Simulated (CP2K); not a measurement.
Two runs for the O K edge of methanol dimer. Run A: CP2K XAS_TDP, all-electron GAPW, PBEh(45%), aug-cc-pVDZ, TDA, no relativity. Run B differs in one setting.

First lines with a strength over 0.0015. A:

```
                                  atom  energy (eV)  states  strength, one atom
O2 (bonded to C and H, takes 1 H bond)       530.39       1              0.0152
                                             531.91       1              0.0252
                                             532.69       1              0.0091
                                             532.98       1              0.0028
                                             533.22       1              0.0064
O4 (bonded to C and H, gives 1 H bond)       530.23       1              0.0024
                                             530.87       1              0.0116
                                             531.17       1              0.0026
                                             531.72       1              0.0046
                                             531.90       1              0.0043
```

B:

```
                                  atom  energy (eV)  states  strength, one atom
O2 (bonded to C and H, takes 1 H bond)       510.86       1              0.0026
                                             511.50       1              0.0020
                                             513.06       1              0.0028
                                             514.14       1              0.0015
                                             514.45       1              0.0025
O4 (bonded to C and H, gives 1 H bond)       513.91       1              0.0018
                                             514.14       1              0.0029
                                             514.70       1              0.0042
```

Which was it: scalar relativity switched on, GW2X switched on, the basis, the functional?

The functional (functional from PBEh(45%) to PBE; the lines alone don't name the new value). A functional moves all lines by electronvolts and changes their spacings and strengths. Against PBEh(45%) in aug-cc-pVDZ, the leading line moves by -19.53 eV, to 510.86 eV; the strength of O2's goes from 0.0152 to 0.0026, so the two may not be the same state. For O4 the rule picks another line of the list in the two runs, so no shift is given. The next line of O2 over the strength cut lies 0.64 eV higher, against 1.52.

[Banner, clock and machine lines of the logs are left out without a mark of their own.]

[Logs are printed without paths, hosts, clocks, repeated set-up lines and the standing remarks that a program may print on its own settings, such as how far it seeks lower states.]

[Hosts, paths, dates, database ids (printed as entryN), source tags and the programs' standing remarks are cut or masked in the printed files.]
